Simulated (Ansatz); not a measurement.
**Cl on Re(0001): change of the work function**

Wanted: Δφ(θ) for Cl/Re(0001), starting from the hcp site.

Calculated with Ansatz 0.2.0; plane-wave DFT, PBE, Ansatz PAW.

**1. Starting point**

The cell holds 4 atoms: 4 Re. Its edges and angles: a = 2.760 Å, b = 2.760 Å, c = 24.686 Å, α = 90.0°, β = 90.0°, γ = 60.0°. Vacuum lies along c.

**2. The clean slab**

The bare slab comes first, as the zero from which every change is counted. The two lowest layers are held at bulk places and the upper ones relax. The dipole correction removes the false field that a one-sided slab makes across the periodic vacuum, so each face gets a flat vacuum level of its own.

File input.yaml:

```yaml
crystal:
  lattice:
    - [2.76, 0.0, 0.0]
    - [1.38, 2.3902301144, 0.0]
    - [0.0, 0.0, 24.6861]
  atoms:
    - { symbol: Re, position: [0.6666666667, 0.6666666667, 0.3645776368] }
    - { symbol: Re, position: [0.0, 0.0, 0.4548592123] }
    - { symbol: Re, position: [0.6666666667, 0.6666666667, 0.5451407877] }
    - { symbol: Re, position: [0.0, 0.0, 0.6354223632] }
kpoints:
  mp_grid: { grid: [12, 12, 1] }
hamiltonian:
  xc: pbe
scf:
  occupations: { method: fermi_dirac, width: 0.1 }
  convergence: { dr2_threshold: 1.0e-08 }
efield:
  axis: 3
  dipole_correction: true
  ramp_position: 0.97
  ramp_width: 0.06
relax:
  f_tol: 0.02
  max_steps: 60
  constraints: [{ sites: [0, 1] }]
output:
  write_potential: true
  write_density: true
  volumetric_format: npy
```

Run with:

```sh
> ansatz run input.yaml --threads 4 --pin off --max-ram 6144MiB --backend cpu --events-out ev --progress --plain --runs-dir out
```

Output:

```text
Engine: ansatz 0.2.0, x86_64-unknown-linux-gnu
Pseudopotentials: kind: paw
Pseudopotential: Re, paw, valence charge 15, recommended cutoff 420 eV (normal), Re.paw.azcp
Functional definition: PBE
  parameter kappa = 0.804
  parameter beta = 0.066725
  exchange = pbe_x(kappa = kappa, mu = beta*pi^2/3)
  correlation = pbe_c(beta = beta)
Crystal: 4 atoms, lattice volume = 162.855 Å³
Basis set: ecut = 420 eV, 3161 PW (Γ), exchange–correlation on 40×40×360 points (8 copies of the dense FFT grid, shifted against one another)
Bands: 36, of which v1, the nominal top of the filled ones, is band 30 counted from 1 (29 counted from 0)
Symmetry: 6 space group operations
k-points: 19 of 144 (time reversal used)
Non-local potential: Re, projectors of the file, l = 0: 3, l = 1: 2, l = 2: 2, l = 3: 1
PAW form: soft (Blöchl's): semilocal exchange-correlation on the pseudo side does not see the compensation charge
PAW one-centre angular grid: Re, 590 points (default); XC on 64 Gauss nodes
Initial density: superposition of atomic densities (neutral atoms: chi_scale 0, normalization atom), corrected by the library's trained network
Initial wavefunctions: pseudopotential atomic-orbital guess
Functional: x = pbe(κ = 0.804, μ = 0.219515), c = pbe(β = 0.066725)
SCF iter   1: F=—  HF=-43470.073393 eV  |F-HF|=—  |Δ(HF+E_count)|=         —  Δρ=6.49e-3  dr2=3.96e-1  ethr=1.77e-3  p=0.000 e·Å  D=1.14e-13 V/Å  ΔV_dip=-0.00 eV  dr2_dipole=5.23e-8  V_vac-E_F(+/−)=5.13/5.13 eV  ⟨swp⟩=7.9  Hψ=3317  notcnv=0
efield: sawtooth ramp at fractional position 0.9700 (set: `efield.ramp_position`, or a place that a band, a saddle search or an elastic batch's reference lends), width 0.0600; the density the first Hamiltonian is built on has a dipole p = 0.000 e·Å; the dipole correction subtracts the counter field D = 1.14e-13 V/Å, which shifts the + side's vacuum level by -0.00 eV against the − side's; the planar-averaged density in the ramp window peaks in size at 1.2e-5 e/Å³
preconditioner: auto → LDOS  [metal: Δε(μ)=0.145 eV  Ē_g=4.940 eV  σ=0.100 eV  W_gap=0.31  n_scr=18 (ndim 8)  ℏωp=15.4 eV  f_vac=0.572  D(μ)=3.17/eV (n_scr^D=14)  β→1.0]
SCF iter   2: F=—  HF=-43470.065307 eV  |F-HF|=—  |Δ(HF+E_count)|=   8.09e-3  Δρ=2.70e-3  dr2=5.86e-2  ethr=6.60e-4  p=-0.000 e·Å  D=-1.86e-4 V/Å  ΔV_dip=0.00 eV  dr2_dipole=4.88e-7  V_vac-E_F(+/−)=5.02/5.01 eV  ⟨swp⟩=2.2  Hψ=1103  notcnv=0
SCF iter   3: F=—  HF=-43470.061204 eV  |F-HF|=—  |Δ(HF+E_count)|=   4.10e-3  Δρ=1.06e-3  dr2=7.02e-3  ethr=9.77e-5  p=0.000 e·Å  D=1.32e-4 V/Å  ΔV_dip=-0.00 eV  dr2_dipole=1.53e-8  V_vac-E_F(+/−)=5.08/5.09 eV  ⟨swp⟩=2.2  Hψ=1102  notcnv=0
SCF iter   4: F=—  HF=-43470.059917 eV  |F-HF|=—  |Δ(HF+E_count)|=   1.29e-3  Δρ=2.86e-4  dr2=2.30e-4  ethr=1.17e-5  p=0.000 e·Å  D=1.87e-5 V/Å  ΔV_dip=-0.00 eV  dr2_dipole=5.78e-8  V_vac-E_F(+/−)=5.07/5.07 eV  ⟨swp⟩=2.7  Hψ=1124  notcnv=0
SCF iter   5: F=—  HF=-43470.059970 eV  |F-HF|=—  |Δ(HF+E_count)|=   5.21e-5  Δρ=8.74e-5  dr2=3.60e-5  ethr=3.84e-7  p=0.000 e·Å  D=1.32e-5 V/Å  ΔV_dip=-0.00 eV  dr2_dipole=1.65e-8  V_vac-E_F(+/−)=5.07/5.07 eV  ⟨swp⟩=2.9  Hψ=1248  notcnv=0
SCF iter   6: F=—  HF=-43470.059973 eV  |F-HF|=—  |Δ(HF+E_count)|=   3.68e-6  Δρ=2.63e-5  dr2=2.08e-6  ethr=6.01e-8  p=0.000 e·Å  D=8.30e-6 V/Å  ΔV_dip=-0.00 eV  dr2_dipole=1.51e-9  V_vac-E_F(+/−)=5.07/5.07 eV  ⟨swp⟩=2.3  Hψ=954  notcnv=0
SCF iter   7: F=—  HF=-43470.059979 eV  |F-HF|=—  |Δ(HF+E_count)|=   5.40e-6  Δρ=7.26e-6  dr2=1.42e-7  ethr=3.46e-9  p=0.000 e·Å  D=2.02e-6 V/Å  ΔV_dip=-0.00 eV  dr2_dipole=6.37e-11  V_vac-E_F(+/−)=5.07/5.07 eV  ⟨swp⟩=2.7  Hψ=1234  notcnv=0
SCF iter   8: F=-43470.059979 eV  HF=-43470.059979 eV  |F-HF|=9.31e-9  |Δ(HF+E_count)|=   6.97e-8  Δρ=1.39e-6  dr2=4.80e-9  ethr=1.67e-11  p=0.000 e·Å  D=9.69e-7 V/Å  ΔV_dip=-0.00 eV  dr2_dipole=1.07e-12  V_vac-E_F(+/−)=5.07/5.07 eV  ⟨swp⟩=9.0  Hψ=5855  notcnv=0
SCF 1 converged in 8 iterations: F = -43470.059979 eV  dr2 = 4.80e-9
  greatest PAW one-centre occupation: 1.000 electrons in one spin orbital (limit 2), on the Re atom at site 1 (counted from 0), in its partial waves of l = 0
relax step   1: F+E_penalty+E_count = -43470.05997869 eV  Δ(F+E_penalty+E_count) = +0.000e0 eV  max|allowed force component| = 1.546e0 eV/Å  Δτ_max = 0.0000 Å  (8 SCF iters, accepted)
Initial density: handed on by an earlier stage of this run
Initial wavefunctions: those handed on with the density
SCF iter   1: F=—  HF=-43470.127334 eV  |F-HF|=—  |Δ(HF+E_count)|=         —  Δρ=1.40e-2  dr2=2.26e0  ethr=3.10e-3  p=0.000 e·Å  D=9.80e-7 V/Å  ΔV_dip=-0.00 eV  dr2_dipole=3.13e-1  V_vac-E_F(+/−)=5.18/5.18 eV  ⟨swp⟩=5.7  Hψ=2111  notcnv=0
efield: sawtooth ramp at fractional position 0.9700 (set: `efield.ramp_position`, or a place that a band, a saddle search or an elastic batch's reference lends), width 0.0600; the density the first Hamiltonian is built on has a dipole p = 0.000 e·Å; the dipole correction subtracts the counter field D = 9.80e-7 V/Å, which shifts the + side's vacuum level by -0.00 eV against the − side's; the planar-averaged density in the ramp window peaks in size at 3.6e-7 e/Å³
preconditioner: auto → LDOS  [metal: Δε(μ)=0.101 eV  Ē_g=5.134 eV  σ=0.100 eV  W_gap=0.24  n_scr=18 (ndim 8)  ℏωp=15.4 eV  f_vac=0.577  D(μ)=2.82/eV (n_scr^D=12)  β→1.0]
SCF iter   2: F=—  HF=-43470.142418 eV  |F-HF|=—  |Δ(HF+E_count)|=   1.51e-2  Δρ=1.25e-2  dr2=1.34e0  ethr=3.10e-3  p=0.018 e·Å  D=2.00e-2 V/Å  ΔV_dip=-0.49 eV  dr2_dipole=5.30e-2  V_vac-E_F(+/−)=4.64/5.13 eV  ⟨swp⟩=2.5  Hψ=1237  notcnv=0
SCF iter   3: F=—  HF=-43469.962909 eV  |F-HF|=—  |Δ(HF+E_count)|=   1.80e-1  Δρ=1.93e-3  dr2=1.22e-2  ethr=2.24e-3  p=0.011 e·Å  D=1.18e-2 V/Å  ΔV_dip=-0.29 eV  dr2_dipole=1.59e-3  V_vac-E_F(+/−)=4.89/5.18 eV  ⟨swp⟩=2.1  Hψ=1064  notcnv=0
SCF iter   4: F=—  HF=-43469.956764 eV  |F-HF|=—  |Δ(HF+E_count)|=   6.14e-3  Δρ=8.37e-4  dr2=2.31e-3  ethr=2.03e-5  p=0.011 e·Å  D=1.18e-2 V/Å  ΔV_dip=-0.29 eV  dr2_dipole=3.17e-5  V_vac-E_F(+/−)=4.89/5.18 eV  ⟨swp⟩=3.1  Hψ=1355  notcnv=0
SCF iter   5: F=—  HF=-43469.956565 eV  |F-HF|=—  |Δ(HF+E_count)|=   1.99e-4  Δρ=1.69e-4  dr2=1.88e-4  ethr=3.85e-6  p=0.011 e·Å  D=1.23e-2 V/Å  ΔV_dip=-0.30 eV  dr2_dipole=2.82e-5  V_vac-E_F(+/−)=4.88/5.18 eV  ⟨swp⟩=2.3  Hψ=1037  notcnv=0
SCF iter   6: F=—  HF=-43469.956576 eV  |F-HF|=—  |Δ(HF+E_count)|=   1.08e-5  Δρ=6.47e-5  dr2=1.48e-5  ethr=3.13e-7  p=0.011 e·Å  D=1.24e-2 V/Å  ΔV_dip=-0.31 eV  dr2_dipole=9.38e-7  V_vac-E_F(+/−)=4.88/5.18 eV  ⟨swp⟩=2.7  Hψ=1370  notcnv=0
[...]
SCF iter   4: F=—  HF=-43470.145118 eV  |F-HF|=—  |Δ(HF+E_count)|=   4.50e-4  Δρ=3.61e-4  dr2=2.53e-4  ethr=4.63e-6  p=0.006 e·Å  D=6.86e-3 V/Å  ΔV_dip=-0.17 eV  dr2_dipole=1.65e-5  V_vac-E_F(+/−)=4.96/5.13 eV  ⟨swp⟩=2.8  Hψ=1372  notcnv=0
SCF iter   5: F=—  HF=-43470.145168 eV  |F-HF|=—  |Δ(HF+E_count)|=   4.97e-5  Δρ=1.48e-4  dr2=2.69e-5  ethr=4.21e-7  p=0.006 e·Å  D=6.43e-3 V/Å  ΔV_dip=-0.16 eV  dr2_dipole=6.30e-7  V_vac-E_F(+/−)=4.96/5.12 eV  ⟨swp⟩=2.8  Hψ=1226  notcnv=0
SCF iter   6: F=—  HF=-43470.145204 eV  |F-HF|=—  |Δ(HF+E_count)|=   3.55e-5  Δρ=4.21e-5  dr2=6.06e-6  ethr=4.48e-8  p=0.006 e·Å  D=6.32e-3 V/Å  ΔV_dip=-0.16 eV  dr2_dipole=2.65e-7  V_vac-E_F(+/−)=4.97/5.12 eV  ⟨swp⟩=2.8  Hψ=1277  notcnv=0
SCF iter   7: F=—  HF=-43470.145204 eV  |F-HF|=—  |Δ(HF+E_count)|=   6.42e-7  Δρ=1.19e-5  dr2=2.21e-7  ethr=1.01e-8  p=0.006 e·Å  D=6.24e-3 V/Å  ΔV_dip=-0.15 eV  dr2_dipole=1.72e-8  V_vac-E_F(+/−)=4.97/5.12 eV  ⟨swp⟩=2.1  Hψ=978  notcnv=0
SCF iter   8: F=—  HF=-43470.145205 eV  |F-HF|=—  |Δ(HF+E_count)|=   3.93e-7  Δρ=3.38e-6  dr2=2.29e-8  ethr=3.69e-10  p=0.006 e·Å  D=6.22e-3 V/Å  ΔV_dip=-0.15 eV  dr2_dipole=1.05e-9  V_vac-E_F(+/−)=4.97/5.12 eV  ⟨swp⟩=2.9  Hψ=1409  notcnv=0
SCF iter   9: F=-43470.145205 eV  HF=-43470.145205 eV  |F-HF|=2.50e-9  |Δ(HF+E_count)|=   2.21e-8  Δρ=7.77e-7  dr2=2.03e-9  ethr=1.67e-11  p=0.006 e·Å  D=6.22e-3 V/Å  ΔV_dip=-0.15 eV  dr2_dipole=7.30e-11  V_vac-E_F(+/−)=4.97/5.12 eV  ⟨swp⟩=11.0  Hψ=5180  notcnv=0
SCF 3 converged in 9 iterations: F = -43470.145205 eV  dr2 = 2.03e-9
relax step   3: F+E_penalty+E_count = -43470.14520464 eV  Δ(F+E_penalty+E_count) = -8.523e-2 eV  max|allowed force component| = 1.071e-1 eV/Å  Δτ_max = 0.0714 Å  (9 SCF iters, accepted)
SCF iter   1: F=—  HF=-43470.149665 eV  |F-HF|=—  |Δ(HF+E_count)|=         —  Δρ=2.54e-3  dr2=6.39e-2  ethr=1.13e-3  p=0.006 e·Å  D=6.22e-3 V/Å  ΔV_dip=-0.15 eV  dr2_dipole=6.22e-3  V_vac-E_F(+/−)=4.97/5.12 eV  ⟨swp⟩=2.7  Hψ=1318  notcnv=0
efield: sawtooth ramp at fractional position 0.9700 (set: `efield.ramp_position`, or a place that a band, a saddle search or an elastic batch's reference lends), width 0.0600; the density the first Hamiltonian is built on has a dipole p = 0.006 e·Å; the dipole correction subtracts the counter field D = 6.22e-3 V/Å, which shifts the + side's vacuum level by -0.15 eV against the − side's; the planar-averaged density in the ramp window peaks in size at 1.2e-6 e/Å³
preconditioner: auto → LDOS  [metal: Δε(μ)=0.105 eV  Ē_g=4.965 eV  σ=0.100 eV  W_gap=0.26  n_scr=18 (ndim 8)  ℏωp=15.4 eV  f_vac=0.572  D(μ)=2.96/eV (n_scr^D=14)  β→1.0]
SCF iter   2: F=—  HF=-43470.148438 eV  |F-HF|=—  |Δ(HF+E_count)|=   1.23e-3  Δρ=1.78e-3  dr2=2.92e-2  ethr=1.06e-4  p=0.005 e·Å  D=5.72e-3 V/Å  ΔV_dip=-0.14 eV  dr2_dipole=2.04e-4  V_vac-E_F(+/−)=4.99/5.13 eV  ⟨swp⟩=1.9  Hψ=991  notcnv=0
SCF iter   3: F=—  HF=-43470.146763 eV  |F-HF|=—  |Δ(HF+E_count)|=   1.68e-3  Δρ=3.86e-4  dr2=1.39e-3  ethr=4.87e-5  p=0.005 e·Å  D=6.07e-3 V/Å  ΔV_dip=-0.15 eV  dr2_dipole=1.70e-4  V_vac-E_F(+/−)=4.98/5.13 eV  ⟨swp⟩=2.1  Hψ=893  notcnv=0
SCF iter   4: F=—  HF=-43470.146627 eV  |F-HF|=—  |Δ(HF+E_count)|=   1.36e-4  Δρ=1.03e-4  dr2=6.41e-5  ethr=2.32e-6  p=0.005 e·Å  D=6.01e-3 V/Å  ΔV_dip=-0.15 eV  dr2_dipole=3.53e-6  V_vac-E_F(+/−)=4.98/5.13 eV  ⟨swp⟩=2.7  Hψ=1136  notcnv=0
SCF iter   5: F=—  HF=-43470.146620 eV  |F-HF|=—  |Δ(HF+E_count)|=   7.74e-6  Δρ=2.92e-5  dr2=2.63e-6  ethr=1.07e-7  p=0.005 e·Å  D=6.04e-3 V/Å  ΔV_dip=-0.15 eV  dr2_dipole=2.13e-7  V_vac-E_F(+/−)=4.98/5.13 eV  ⟨swp⟩=2.7  Hψ=1159  notcnv=0
SCF iter   6: F=—  HF=-43470.146627 eV  |F-HF|=—  |Δ(HF+E_count)|=   7.31e-6  Δρ=1.21e-5  dr2=2.24e-7  ethr=4.38e-9  p=0.005 e·Å  D=6.08e-3 V/Å  ΔV_dip=-0.15 eV  dr2_dipole=2.57e-9  V_vac-E_F(+/−)=4.98/5.13 eV  ⟨swp⟩=2.6  Hψ=1042  notcnv=0
SCF iter   7: F=—  HF=-43470.146627 eV  |F-HF|=—  |Δ(HF+E_count)|=   4.52e-7  Δρ=3.64e-6  dr2=5.29e-8  ethr=3.73e-10  p=0.005 e·Å  D=6.11e-3 V/Å  ΔV_dip=-0.15 eV  dr2_dipole=1.67e-8  V_vac-E_F(+/−)=4.98/5.13 eV  ⟨swp⟩=2.9  Hψ=1214  notcnv=0
SCF iter   8: F=-43470.146627 eV  HF=-43470.146627 eV  |F-HF|=2.34e-9  |Δ(HF+E_count)|=   4.10e-8  Δρ=9.00e-7  dr2=3.70e-9  ethr=1.67e-11  p=0.006 e·Å  D=6.12e-3 V/Å  ΔV_dip=-0.15 eV  dr2_dipole=6.45e-10  V_vac-E_F(+/−)=4.98/5.13 eV  ⟨swp⟩=8.7  Hψ=5391  notcnv=0
SCF 4 converged in 8 iterations: F = -43470.146627 eV  dr2 = 3.70e-9
relax step   4: F+E_penalty+E_count = -43470.14662740 eV  Δ(F+E_penalty+E_count) = -1.423e-3 eV  max|allowed force component| = 1.947e-2 eV/Å  Δτ_max = 0.0250 Å  (8 SCF iters, accepted)
NSCF: frozen V_eff on 19 k-points
the band table was solved once a step of the walk had ended and its energy, with any forces and stress, was formed, with the checks that follow a solve (3199 applications of the Hamiltonian). They found nothing against the state; the energy, forces and stress were not computed again (output.eigenvalues in the input reference)
WARN: The input density's exchange-correlation potential varies sharply where the density is thin. Do not read a vacuum level from v_tot or v_xc, or from such a field of the output density. On a cell that repeats whose density bears no net charge and no dipole along the vacuum's axis use v_es (v_loc + v_h of the components); under efield.dipole_correction with no amplitude use v_es + v_field, which holds any external [...]
SCF converged after 8 iterations
Free energy (F): -43470.146627 eV
Harris-Foulkes:  -43470.146627 eV  (|F-HF|=2.34e-9)
Internal energy: -43470.042428 eV  (E = F + TS)
E sigma→0 (E₀):  -43470.094528 eV
Entropy (-TS):   -0.104200 eV (-26.050 meV/atom)
Fermi energy:    5.510319 eV
Dipole field:    D = 0.006161 V/Å  (p = 0.005545 e·Å, saw-weighted, corrected)
Work function:   Φ+ = 4.9767 eV   Φ− = 5.1288 eV
Levels:          The Fermi level and band energies are counted from a zero that moves with the ramp; work functions are not
--- Per-component energies (eV) ---
  E_band       = -1385.112363
  E_kinetic    = 2155.789992
  E_local      = -87633.757802  (includes V_loc(G=0)·N_el)
  E_nonlocal   = 197.172927
  E_hartree    = 42840.063916
  E_xc         = -1611.330171
  E_vxc        = -1210.279722  (∫ρ·V_xc dr)
  E_paw        = -34636.347583  (= ΣΔE_a)
  E_vpaw       = -574.148246  (= ΣTr[D̂ρ^β])
  E_aug_tail   = -0.000303  (compensation charges beyond the density's cutoff)
  E_efield     = 0.000017  (sawtooth field / dipole correction)
  E_vefield    = -0.007028  (∫n·V_field dr)
  E_ewald      = 35218.366578
  E_smearing   = -0.104200  (= −TS)
  E_closure    = -0.000000  (closes the sum)
  Σ components = -43470.146627   (vs F -43470.146627, Δ=0.00e0)
--- Forces (eV/Å), atoms counted from 1 ---
  atom   1  Re     0.00000000     0.00000000     1.22923130
  atom   2  Re     0.00000000    -0.00000000    -1.19437288
  atom   3  Re    -0.00000000     0.00000000    -0.01947115
  atom   4  Re     0.00000000    -0.00000000    -0.01539429
  max |Σ_I F_I| component: 7.01e-6 eV/Å
--- Band table (eV; the first three rows and the last of 19) ---
  k-point 0: bands = [... 26 lower, 4.0297, 4.4145, 4.4145, 4.6328, 4.6328, 5.2406, 6.1823, 6.4245, ... 2 higher]
  k-point 1: bands = [... 26 lower, 4.2090, 4.3362, 4.4192, 4.6238, 4.8469, 5.2075, 5.5622, 6.3002, ... 2 higher]
  k-point 2: bands = [... 26 lower, 4.3759, 4.6367, 4.7630, 4.7857, 5.1375, 5.1799, 5.4499, 6.2599, ... 2 higher]
  k-point 18: bands = [... 26 lower, 4.0248, 4.0270, 4.0681, 5.3798, 6.3486, 7.7069, 7.9282, 8.0102, ... 2 higher]
--- Relaxed structure (4 steps of the walk, 3 accepted, 0 SCFs on fresh bases) ---
  F+E_penalty+E_count = -43470.14662740 eV   max|allowed force component| = 1.947e-2 eV/Å
  atoms:
    - { symbol: Re, position: [0.666667, 0.666667, 0.3645776368] }
    - { symbol: Re, position: [0.0, 0.0, 0.4548592123] }
    - { symbol: Re, position: [0.666667, 0.666667, 0.549008] }
    - { symbol: Re, position: [1.474613e-19, -2.949226e-19, 0.634651] }
```

Wall time 29 s (4 threads of AMD EPYC 7R43, shared host); peak memory 0.51 GiB; 63 s of CPU time.

The steps of the relaxation:

```
step  energy less that of the first step (eV)  largest force component (eV/Å)
   1                                   0.0000                          1.5464
   2                                   0.1034                          2.7383
   3                                  -0.0852                          0.1071
   4                                  -0.0866                          0.0195
```

Relaxation step 2 was tried and not accepted.

The run keeps the 6 symmetry operations that the program found, so distortions that break them were not tested.

The atoms that moved most (Å):

```
atom     dx     dy      dz  length
 Re3  0.000  0.000   0.095   0.095
 Re4  0.000  0.000  -0.019   0.019
```

The relaxed structure:

```cif
data_structure
_symmetry_space_group_name_H-M 'P 1'
_symmetry_Int_Tables_number 1
_cell_length_a 2.7600
_cell_length_b 2.7600
_cell_length_c 24.6861
_cell_angle_alpha 90.000
_cell_angle_beta 90.000
_cell_angle_gamma 60.000
_cell_volume 162.86
loop_
_atom_site_label
_atom_site_type_symbol
_atom_site_fract_x
_atom_site_fract_y
_atom_site_fract_z
_atom_site_occupancy
Re1 Re 0.66667 0.66667 0.36458 1
Re2 Re 0.00000 0.00000 0.45486 1
Re3 Re 0.66667 0.66667 0.54901 1
Re4 Re 0.00000 0.00000 0.63465 1
```

Numbers from this step:

```yaml
energy_at_zero_smearing: -43470.0945 eV
work_function_upper_face: 4.977 eV
work_function_lower_face: 5.129 eV
dipole_along_the_normal: 0.005545 e·Å
step_between_the_vacuum_levels: -0.1521 eV
```

Running mean over 2.2287 Å of the planar mean; the ramp of the sawtooth is left out. The electron's electrostatic potential energy less the Fermi level by z:

```csv
z (Å),electron's electrostatic potential energy less the Fermi level (eV)
3.5,5.13
4.0,5.13
4.5,5.13
5.0,5.12
5.5,5.09
6.0,5.01
6.5,4.70
7.0,3.65
7.5,0.0584
8.0,-6.10
8.5,-11.3
9.0,-13.0
9.5,-13.2
10.0,-13.3
10.5,-13.3
11.0,-13.4
11.5,-13.2
12.0,-12.5
12.5,-12.3
13.0,-12.8
13.5,-13.4
14.0,-14.1
14.5,-14.6
15.0,-14.3
15.5,-13.4
16.0,-12.2
16.5,-8.16
17.0,-1.90
17.5,2.72
18.0,4.35
18.5,4.80
19.0,4.93
19.5,4.96
20.0,4.97
20.5,4.98
21.0,4.98
21.5,4.98
```

The relaxation took 4 steps and lowered the energy by 0.087 eV; the largest force on the free atoms ends at 0.019 eV/Å.

The work function of the upper face is 4.98 eV.

(Part 1 of 5 ends here.)

[Long decimals in the printed logs are rounded to 6 places.]

[Logs are printed without paths, hosts, clocks, repeated set-up lines and the standing remarks that a program may print on its own settings, such as how far it seeks lower states.]

[Hosts, paths, dates, database ids (printed as entryN), source tags and the programs' standing remarks are cut or masked in the printed files.]

[Maps of the electrostatic potential energy from Ansatz leave out the sawtooth potential of an applied field or a dipole correction, so their vacuum need not be flat; planar profiles and work functions include it.]
